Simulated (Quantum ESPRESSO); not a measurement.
The O K edge of atom 2 in CdH2O2 (C2), with 1 H at 0.98 Å, 1 Cd at 2.31 Å, 1 Cd at 2.36 Å and 1 Cd at 2.39 Å (distorted tetrahedral, site symmetry 1), was computed in 2 ways: full core hole (charged cell) and no core hole. Program and functional: Quantum ESPRESSO XSpectra, LDA, Lorentzian half width 0.3 eV up to 4 eV, rising linearly to 2.5 eV at 25 eV; cells of 5 and 15 atoms (the run without a hole in the smaller).

Each run is counted from its own lowest empty level or Fermi level and scaled to a mean of 1 over its first 20 eV. (XSpectra's own axis starts at xe0, in the gap; it has been shifted.)

| E (eV) | run 1 | run 2 |
| --- | --- | --- |
| -2.00 | 0.03 | 0.03 |
| -1.25 | 0.03 | 0.04 |
| -0.50 | 0.05 | 0.05 |
| 0.25 | 0.08 | 0.09 |
| 1.00 | 0.19 | 0.16 |
| 1.75 | 0.27 | 0.38 |
| 2.50 | 0.65 | 0.69 |
| 3.25 | 0.83 | 1.32 |
| 4.00 | 1.40 | 2.29 |
| 4.75 | 1.51 | 2.19 |
| 5.50 | 1.30 | 1.75 |
| 6.25 | 1.34 | 1.75 |
| 7.00 | 1.80 | 1.84 |
| 7.75 | 1.92 | 1.62 |
| 8.50 | 1.78 | 1.28 |
| 9.25 | 1.64 | 1.10 |
| 10.00 | 1.53 | 0.98 |
| 10.75 | 1.33 | 0.87 |
| 11.50 | 1.11 | 0.76 |
| 12.25 | 0.92 | 0.66 |
| 13.00 | 0.79 | 0.61 |
| 13.75 | 0.70 | 0.58 |
| 14.50 | 0.65 | 0.58 |
| 15.25 | 0.64 | 0.60 |
| 16.00 | 0.65 | 0.64 |
| 16.75 | 0.68 | 0.70 |
| 17.50 | 0.72 | 0.76 |
| 18.25 | 0.76 | 0.82 |
| 19.00 | 0.80 | 0.86 |
| 19.75 | 0.84 | 0.90 |
| 20.50 | 0.87 | 0.93 |
| 21.25 | 0.90 | 0.94 |
| 22.00 | 0.92 | 0.94 |
| 22.75 | 0.92 | 0.92 |
| 23.50 | 0.91 | 0.89 |
| 24.25 | 0.89 | 0.85 |
| 25.00 | 0.87 | 0.82 |
| 25.75 | 0.84 | 0.79 |
| 26.50 | 0.81 | 0.75 |
| 27.25 | 0.78 | 0.73 |
| 28.00 | 0.75 | 0.71 |
| 28.75 | 0.74 | 0.70 |
| 29.50 | 0.74 | 0.70 |
| 30.25 | 0.73 | 0.70 |
| 31.00 | 0.73 | 0.69 |
| 31.75 | 0.72 | 0.68 |

Which run is which?

Run 1: no core hole (area from −2 to 6 eV 4.9, main maxima 4.6 eV (1.54), 7.5 eV (1.93) and 22.5 eV (0.92)). Run 2: full core hole (charged cell) (area from −2 to 6 eV 6.9, main maxima 4.3 eV (2.45), 6.8 eV (1.84) and 21.5 eV (0.94)). With each curve scaled to its own mean, the area from −2 to 6 eV with the hole is 6.9 against 4.9, and the centre of weight from −1 to 20 eV moves by -0.6 eV: the hole pulls the absorber's empty states down.

[Hosts, paths, dates, database ids (printed as entryN), source tags and the programs' standing remarks are cut or masked in the printed files.]

[Lists of maxima count a maximum above −3 eV only where it reaches 4 % of the highest in the window and stands out from its surroundings by 2 % of it (1.5 % where it reaches 55 %); shoulders and weaker maxima are passed over, and of the rest the first, up to two pre-edge ones and the few strongest are named.]
